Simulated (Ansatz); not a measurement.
## Where Br_O puts its levels in the gap of CaO (Fm-3m)

Charge states of Br_O in CaO (Fm-3m), set against the band edges. Model: a cell of 54 host atoms with 1 O taken out and 1 Br put in.

Method: place-levels on r2SCAN runs: charge-transition levels and formation energies with image-charge correction and potential alignment at the atomic sites; PAW set soft_1, in Ansatz 0.2.0.

## (1) Set-up

The cell holds 54 atoms: 27 Ca, 26 O and 1 Br. Cell: a = 10.173 Å, b = 10.173 Å, c = 10.173 Å, α = 60.0°, β = 60.0°, γ = 60.0°. It derives from CaO (space group Fm-3m). Nearest the centre at fractional (0.500, 0.500, 0.500): Br28 at 0.00 Å, Ca51 at 2.40 Å, Ca47 at 2.40 Å, Ca35 at 2.40 Å, Ca45 at 2.40 Å, Ca29 at 2.40 Å, Ca33 at 2.40 Å, O22 at 3.39 Å.

Known beforehand: the electronic dielectric constant, 3.85, and the static one, 16.67, computed on the host (DFPT, PBEsol, on the r2SCAN cell), and a cell off the functional's own equilibrium shifts the ionic part.

The cell's shortest repeat is 10.2 Å.

## (2) Charge states

Levels follow from differences of total energies between charge states, each relaxed by itself.

Random displacements of about 0.05 Å break the site symmetry at the start, so that the relaxation can reach a distorted minimum if there is one. Forces are taken at one point at (¼, ¼, ¼). The cell holds 1 electron more than the neutral one, with a uniform background that keeps it neutral on the whole.

The sampling was tested on the host first: at the k-points planned (1x1x1 shifted 0.25 0.25 0.25) its energy lies 0.005 eV an atom from the dense-mesh value, under the bound of 0.02 eV set for this test; that bounds the host's error, not the defect's.

One of the inputs; charge, spin and start change from state to state.

qm1.relax/input.yaml

```yaml
crystal:
  lattice:
    - [0.0, 7.19307716, 7.19307716]
    - [7.19307716, 0.0, 7.19307716]
    - [7.19307716, 7.19307716, 0.0]
  atoms:
    - { symbol: Ca, position: [0.0, 0.0, 0.0] }
    - { symbol: O, position: [0.16666667, 0.16666667, 0.16666667] }
[... 7 atom lines left out ...]
    - { symbol: O, position: [0.16666667, 0.5, 0.5] }
[... 1 atom line left out ...]
    - { symbol: O, position: [0.16666667, 0.5, 0.83333333] }
[... 3 atom lines left out ...]
    - { symbol: O, position: [0.16666667, 0.83333333, 0.5] }
[... 5 atom lines left out ...]
    - { symbol: O, position: [0.5, 0.16666667, 0.5] }
[... 1 atom line left out ...]
    - { symbol: O, position: [0.5, 0.16666667, 0.83333333] }
[... 1 atom line left out ...]
    - { symbol: O, position: [0.5, 0.5, 0.16666667] }
[... 1 atom line left out ...]
    - { symbol: Br, position: [0.5, 0.5, 0.5] }
    - { symbol: Ca, position: [0.33333333, 0.33333333, 0.66666667] }
    - { symbol: O, position: [0.5, 0.5, 0.83333333] }
[... 1 atom line left out ...]
    - { symbol: O, position: [0.5, 0.83333333, 0.16666667] }
    - { symbol: Ca, position: [0.33333333, 0.66666667, 0.33333333] }
    - { symbol: O, position: [0.5, 0.83333333, 0.5] }
    - { symbol: Ca, position: [0.33333333, 0.66666667, 0.66666667] }
[... 4 atom lines left out ...]
    - { symbol: O, position: [0.83333333, 0.16666667, 0.5] }
[... 3 atom lines left out ...]
    - { symbol: O, position: [0.83333333, 0.5, 0.16666667] }
    - { symbol: Ca, position: [0.66666667, 0.33333333, 0.33333333] }
    - { symbol: O, position: [0.83333333, 0.5, 0.5] }
    - { symbol: Ca, position: [0.66666667, 0.33333333, 0.66666667] }
[... 3 atom lines left out ...]
    - { symbol: Ca, position: [0.66666667, 0.66666667, 0.33333333] }
[... 1 atom line left out ...]
    - { symbol: Ca, position: [0.66666667, 0.66666667, 0.66666667] }
    - { symbol: O, position: [0.83333333, 0.83333333, 0.83333333] }
  host:
    repeats: [3, 3, 3]
    atoms:
      - { symbol: Ca, position: [0.0, 0.0, 0.0] }
      - { symbol: O, position: [0.5, 0.5, 0.5] }
total_charge: -1
basis:
  ecutwfc: 500
  xc_grid: 2
hamiltonian:
  xc: r2scan
  pseudopotentials: { kind: paw, azcp: { folder: soft_1 } }
kpoints:
  mp_grid: { grid: [1, 1, 1], shift: [0.25, 0.25, 0.25] }
scf:
  occupations: { method: fixed }
  max_iter: 80
output:
  forces: true
  charged_corrections:
    epsilon: 3.85
    static_epsilon: 16.67
    defect_position: [0.5, 0.5, 0.5]
relax:
  f_tol: 0.02
  max_steps: 80
  random_displacement: { amplitude: 0.05, seed: 913 }
checkpoint:
  write: "../qm1.relax.run"
  compress: false
  write_wavefunctions: true
  write_every: 100000
```

Launch:

```sh
$ ansatz run input.yaml --threads 4 --pin off --max-ram 7536MiB --backend cpu --events-out ev --progress --plain --runs-dir out
```

Defect states can disperse in a cell of this size, so the energy is taken again at a 2×2×2 shifted mesh, on the relaxed structure.

The run of this state that the levels use, under r2SCAN:

qm1.point/input.yaml

```yaml
crystal:
  checkpoint: "../qm1.relax.run"
  host: checkpoint
total_charge: -1
basis:
  ecutwfc: 500
  xc_grid: 2
hamiltonian:
  xc: r2scan
  pseudopotentials: { kind: paw, azcp: { folder: soft_1 } }
kpoints:
  mp_grid: { grid: [2, 2, 2], shift: [0.5, 0.5, 0.5] }
scf:
  occupations: { method: fermi_dirac, width: 0.01 }
  max_iter: 80
output:
  forces: true
  eigenvalues: true
  charged_corrections:
    epsilon: 3.85
    static_epsilon: 16.67
    defect_position: [0.5, 0.5, 0.5]
  eigenstates: { localisation: true }
  populations: true
  band_densities: [{ bands: [v1, v1] }, { bands: [c1, c1] }]
  write_density: true
  write_potential: true
  volumetric_format: npy
  elf: true
checkpoint:
  read: "../qm1.relax.run"
  write: "../qm1.point.run"
  compress: false
  write_wavefunctions: false
  write_every: 100000
```

Relaxations under r2SCAN at one point at (¼, ¼, ¼); times on 4 threads of Arm Neoverse V1, shared host:

| charge | moment (μB) | occupations | outcome | steps | largest displacement against the far atoms (Å) | time |
| --- | --- | --- | --- | --- | --- | --- |
| −1 | 0 | fixed | converged | 13 | 0.24 | 3.8 min |
| 0 | 1 | fixed | converged | 19 | 0.24 | 12 min |
| +1 | 0 | fixed | converged | 5 | 0.25 | 1.7 min |
| −1 | 2 | fixed | converged | 5 | 0.24 | 4.1 min |

Single points under r2SCAN at a 2×2×2 shifted mesh; times on 4 threads of Arm Neoverse V1, shared host:

```
charge  moment (μB)  occupations    outcome     time
    −1            0  fermi-dirac  converged  2.1 min
     0            1  fermi-dirac  converged  4.1 min
    +1            0  fermi-dirac  converged  1.9 min
    −1            2  fermi-dirac  converged  4.8 min
```

Distances (Å) from Br28 to the nearest atoms after relaxation with r2SCAN:

```
charge  moment (μB)       1.       2.       3.       4.       5.       6.
    −1            0  Ca 2.64  Ca 2.64  Ca 2.64  Ca 2.64  Ca 2.64  Ca 2.64
    −1            2  Ca 2.64  Ca 2.64  Ca 2.64  Ca 2.64  Ca 2.64  Ca 2.64
     0            1  Ca 2.64  Ca 2.64  Ca 2.64  Ca 2.64  Ca 2.64  Ca 2.64
    +1            0  Ca 2.64  Ca 2.64  Ca 2.64  Ca 2.64  Ca 2.64  Ca 2.64
```

## (3) place-levels, r2SCAN

A charged cell interacts with its images and the background, and its potential has another zero than the host's. place-levels removes the first by a point-charge model, screened by the static dielectric constant since the ions have relaxed around the charge, and the second by comparing potentials at atoms far from the defect.

The host is a run of the defect-free crystal in the same cutoffs, grids and k-points, so that basis and sampling errors cancel in part in the differences. The host is run in a cell of 2 atoms on a matching mesh. Its band edges are searched through the zone by a band path, so the gap is smaller than, or equal to, that on the mesh. Chemical potentials are energies per atom of O (O2 molecule) and Br (solid Br2 (Cmce)), run with the same functional and cutoff.

levels.point.yaml

```yaml
host:
  run: host.point.run
states: [qm1.point.run, q0_M1.point.run, qp1.point.run, qm1_M2.point.run]
geometry_from:
  qm1.point.run: qm1.relax.run
  q0_M1.point.run: q0_M1.relax.run
  qp1.point.run: qp1.relax.run
  qm1_M2.point.run: qm1_M2.relax.run
chemical_potentials:
  O:
    energy: -565.989614
    dataset: <sha256 of the dataset>
  Br:
    energy: -2792.869391
    dataset: "<sha256 of the dataset>"
epsilon: 3.85
static_epsilon: 16.67
vertical:
  - { from: qm1.point.run, to: qm1.point_neutral.run }
  - { from: qp1.point.run, to: qp1.point_neutral.run }
  - { from: qm1_M2.point.run, to: qm1_M2.point_neutral.run }
```

Launch:

```sh
$ ansatz place-levels levels.point.yaml -- --threads 4 --pin off --max-ram 7536MiB
```

Numbers of over 12 decimals in the logs are rounded to 6 here.

The log of the run:

```text
[... repeated set-up lines and file paths are left out, and long positions are rounded to six places ...]
(+1/0) 4.225 eV above the valence edge, in the conduction band
(0/-1) 4.247 eV above the valence edge (+4.401 eV without the band-filling correction), in the conduction band
formation energy of charge +1: +2.230 eV with the Fermi level at the valence edge
formation energy of charge 0: +6.455 eV with the Fermi level at the valence edge
formation energy of charge -1: +10.702 eV with the Fermi level at the valence edge
vertical -1 to 0: no energy, since no alignment is typed
  the change from vertical[0].from (qm1.point.run) to vertical[0].to (qm1.point_neutral.run): by its potential at epsilon 3.85 it stands at 0.499 0.500 0.500, with an rms radius of about 6.3 Å (3.6 3.7 3.7 Å across the planes of the cell's vectors); [...]
vertical +1 to 0: no energy, since no alignment is typed
  the change from vertical[1].from (qp1.point.run) to vertical[1].to (qp1.point_neutral.run): by its potential at epsilon 3.85 it stands at 0.501 0.501 0.496, with an rms radius of about 6.5 Å (3.8 3.8 3.8 Å across the planes of the cell's vectors); [...]
vertical -1 to 0: no energy, since no alignment is typed
  the change from vertical[2].from (qm1_M2.point.run) to vertical[2].to (qm1_M2.point_neutral.run): by its potential at epsilon 3.85 it stands at 0.499 0.500 0.500, with an rms radius of about 5.8 Å (3.4 3.4 3.4 Å across the planes of the cell's vectors); [...]
  edges by r2scan, gap 4.197 eV; the host is sampled to repeats of 20.35 Å
  the defect's cells are sampled to repeats of 20.35 Å, like sampling
  charge +1: -66872.6171 eV with its correction of +0.413 eV, at epsilon 16.67, aligned at sites: +0.2749 eV, mean over 21 atomic sites at or beyond 5.09 Å from the defect at [0.5000, 0.5000, 0.5000], with +0.000000 for the charge's moments and without [...]
  charge 0: +0.000 eV for its dipole among its images, +0.000 omitted
  states[1] (q0_M1.point.run): levels filled in part (TS 0.002 eV): its energy is of no whole electron's
  charge -1: -66849.1173 eV with its correction of -0.251 eV, at epsilon 16.67, aligned at sites: +0.3890 eV, mean over 21 atomic sites at or beyond 5.09 Å from the defect at [0.5000, 0.5000, 0.5000], with +0.000000 for the charge's moments and without [...]
  states[0] (qm1.point.run): levels filled in part (TS 0.002 eV): its energy is of no whole electron's
  charge -1: states[3] (qm1_M2.point.run) stands 0.340 eV higher, with a moment of 2.00 μB against 0.00
  states[3] (qm1_M2.point.run): levels filled in part (TS 0.005 eV): its energy is of no whole electron's
  of states[2] (qp1.point.run): how wide its charge is, is not read beside other atoms or cores, and a band state would take no correction. [...]
  of states[1] (q0_M1.point.run): its alignment with the host at atomic sites is doubtful: the cell is too small to show whether the defect's potential has decayed: take a larger one; [...]
  of states[0] (qm1.point.run): it parts from the run at its places by a charge that spreads by about 3.7 Å along one vector (1.4 Å or more is wide), by its potential at epsilon 3.85, taken for that of held ions (one typed too small widens it), where the cell [...]
  of states[3] (qm1_M2.point.run): it parts from the run at its places by a charge that spreads by about 3.4 Å along one vector (1.4 Å or more is wide), by its potential at epsilon 3.85, taken for that of held ions (one typed too small widens it), where the [...]
  vertical[0].from (qm1.point.run): levels filled in part (TS 0.002 eV): its energy is of no whole electron's
  of vertical[0].from (qm1.point.run): it parts from the run at its places by a charge that spreads by about 3.7 Å along one vector (1.4 Å or more is wide), by its potential at epsilon 3.85, taken for that of held ions (one typed too small widens it), where [...]
  of vertical[0].to (qm1.point_neutral.run): its moments are held at its close (magnetization.spin_locking), by a field of 0.077 eV a Bohr magneton, and its energy and levels are of the state that this holds: a run that lets them go can end lower; [...]
  of vertical[1].from (qp1.point.run): it parts from the run at its places by a charge that spreads by about 3.8 Å along one vector (1.4 Å or more is wide), by its potential at epsilon 3.85, taken for that of held ions (one typed too small widens it), where [...]
  vertical[1].to (qp1.point_neutral.run): levels filled in part (TS 0.003 eV): its energy is of no whole electron's
  of vertical[1].to (qp1.point_neutral.run): its moments are held at its close (magnetization.spin_locking), by a field of 0.082 eV a Bohr magneton, and its energy and levels are of the state that this holds: a run that lets them go can end lower; [...]
  vertical[2].from (qm1_M2.point.run): levels filled in part (TS 0.005 eV): its energy is of no whole electron's
  of vertical[2].from (qm1_M2.point.run): its moments are held at its close (magnetization.spin_locking), by a field of 0.289 eV a Bohr magneton, and its energy and levels are of the state that this holds: a run that lets them go can end lower; [...]
  vertical[2].to (qm1_M2.point_neutral.run): levels filled in part (TS 0.003 eV): its energy is of no whole electron's
  of vertical[2].to (qm1_M2.point_neutral.run): its moments are held at its close (magnetization.spin_locking), by a field of 0.078 eV a Bohr magneton, and its energy and levels are of the state that this holds: a run that lets them go can end lower; [...]
```

Run time: 0.48 s. Hardware: 4 threads of Arm Neoverse V1, shared host.

Levels between the charges placed, in eV above the valence top:

```csv
,gap (eV),(+1/0),(0/−1)
r2SCAN,4.20,4.22,4.25
```

Corrections by state:

```
charge  moment (μB)  image terms and alignment (eV)  band filling (eV)  ε used  over the lowest of its charge, as the program ranks them, band filling apart (eV)
    +1          0.0                           0.413                  -   16.67                                                                              0.000
     0          1.0                           0.000                  -       -                                                                              0.000
    −1          0.0                          -0.251             -0.154   16.67                                                                              0.000
    −1          2.0                          -0.250                  -   16.67                                                                              0.340
```

The charged structures listed were also run neutral, and place-levels reads from each pair, by the potential or the spins, how wide the charge is by which they differ; that can be the carrier of either run.

```csv
charge,rms radius (Å),spread where it is widest against the cell (Å),wide from (Å),reading
+1,6.5,3.78,1.44,wide
−1,6.3,3.66,1.44,wide
```

The neutral runs of these pairs need not share the spin of the lowest neutral state, and very wide values only mean spread over the cell.

From the program's caveats on the states, each cut to its opening words:

- charge +1: how wide its charge is, is not read beside other atoms or cores, and a band state would take no correction
- charge +1, 0 (1 μB), −1, −1 (2 μB): its alignment with the host at atomic sites is doubtful: the cell is too small to show whether the defect's potential has decayed: take a larger one
- charge 0 (1 μB): its moments are held at its close (magnetization.spin_locking), by a field of 0.080 eV a Bohr magneton, and its energy and levels are of the state that this [...]
- charge 0 (1 μB), −1 (2 μB): flagged: stability check not made
- charge −1: it parts from the run at its places by a charge that spreads by about 3.7 Å along one vector (1.4 Å or more is wide), by its potential at epsilon 3.85, taken [...]
- charge −1: a band-filling correction moves a carrier to the host's band edge, which changes its energy by -0.154 eV
- charge −1: the host's ions (past the first shell or, of a walk that freed a part, those that it held) aren't shown at rest: they stand up to 0.059 Å off their sites, 0.43 [...]
- charge −1 (2 μB): it parts from the run at its places by a charge that spreads by about 3.4 Å along one vector (1.4 Å or more is wide), by its potential at epsilon 3.85, taken [...]
- charge −1 (2 μB): its moments are held at its close (magnetization.spin_locking), by a field of 0.289 eV a Bohr magneton, and its energy and levels are of the state that this [...]

Formation energies (eV), elemental references (Δμ(O) = 0.00 eV, Δμ(Br) = 0.00 eV):

| charge | Fermi level at the valence top | at the conduction bottom |
| --- | --- | --- |
| +1 | 2.23 | 6.43 |
| 0 | 6.46 | 6.46 |
| −1 | 10.70 | 6.50 |

## (4) Effect of the sampling

The relaxations' own energies give the levels at their sampling, for comparison.

levels.relax_mesh.yaml

```yaml
host:
  run: host.relax.run
states: [qm1.relax.run, q0_M1.relax.run, qp1.relax.run, qm1_M2.relax.run]
chemical_potentials:
  O:
    energy: -565.989614
    dataset: <sha256 of the dataset>
  Br:
    energy: -2792.869391
    dataset: "<sha256 of the dataset>"
```

Launch:

```sh
$ ansatz place-levels levels.relax_mesh.yaml -- --threads 4 --pin off --max-ram 7536MiB
```

The log of the run:

```text
(+1/0) 4.225 eV above the valence edge (+4.351 eV without the band-filling correction), in the conduction band
[...]
formation energy of charge +1: +2.262 eV with the Fermi level at the valence edge
formation energy of charge 0: +6.486 eV with the Fermi level at the valence edge
formation energy of charge -1: +10.740 eV with the Fermi level at the valence edge
  edges by r2scan, gap 4.183 eV; the host is sampled to repeats of 10.17 Å
[... the lines on each state left out ...]
```

Elapsed: 0.15 s, on 4 threads.

Levels between neighbouring charges, in eV above the valence top:

```csv
,gap (eV),(+1/0),(0/−1)
"one point at (¼, ¼, ¼)",4.18,4.22,4.25
a 2×2×2 shifted mesh,4.20,4.22,4.25
```

Going from one point at (¼, ¼, ¼) to a 2×2×2 shifted mesh moves formation energies against the elements by up to 0.04 eV; band-filling terms, which differ between samplings, are in these energies.

## (5) Outcome

| Item | Value |
| --- | --- |
| gap of the host | 4.20 eV (r2SCAN) |
| level (plus 1/0) | 4.22 eV above the valence top, past the conduction bottom |
| level (0/minus 1) | 4.25 eV above the valence top, past the conduction bottom (4.40 eV above the valence top without the band-filling term) |
| lowest of the charges placed, just above the valence top (0.02 eV) | +1 |
| lowest of the charges placed, just below the conduction bottom (0.02 eV) | +1 |
| lowest formation energy at mid-gap of the charges run, elemental references | 4.33 eV |

**Reading.** Of the charges placed (−1, 0 and +1), +1 is the lowest from 0.02 eV above the valence top to 0.02 eV below the conduction bottom, a gap of 4.20 eV. (+1/0) lies 0.03 eV from a band edge, less than the doubt on such levels. Charges above +1 were not placed, so these runs say nothing of levels that involve them. States placed: +1 at 0 μB; 0 at 1 μB; −1 at 0 μB and 2 μB. Other spin states or structures, where not listed, weren't placed. The program finds carriers beyond a band edge of the host and adds a band-filling term at charge −1 (-0.15 eV); steps to such a charge show no bound level, and a defect level inside a band would be read the same way. Br is taken at its element; compounds, which aren't counted here, bound the chemical potentials and would shift these formation energies. Going from one point at (¼, ¼, ¼) to a 2×2×2 shifted mesh moves formation energies against the elements by up to 0.04 eV; band-filling terms, which differ between samplings, are in these energies. The program doubts the alignment of potentials for at least one state, a sign that the cell is small. Keep in mind: r2SCAN makes the gap too small and tends to spread out bound carriers; where a gas molecule sets a chemical potential or the host's formation energy, its binding is uncorrected; force components of up to 0.14 eV/Å remain in a run at the final settings.

[Logs are printed without paths, hosts, clocks, repeated set-up lines and the standing remarks that a program may print on its own settings, such as how far it seeks lower states.]

[Hosts, paths, dates, database ids (printed as entryN), source tags and the programs' standing remarks are cut or masked in the printed files.]

[Where a table of states has a column of steps, it counts the stored structures, which are thinned; the runs took as many ionic steps or more.]

[A defect's name tells the site on which it was built; relaxed atoms can leave that site.]

[For some hosts the program warned that the k-mesh of the response run may be too coarse for force constants and the static dielectric constant; such warnings are not shown here.]
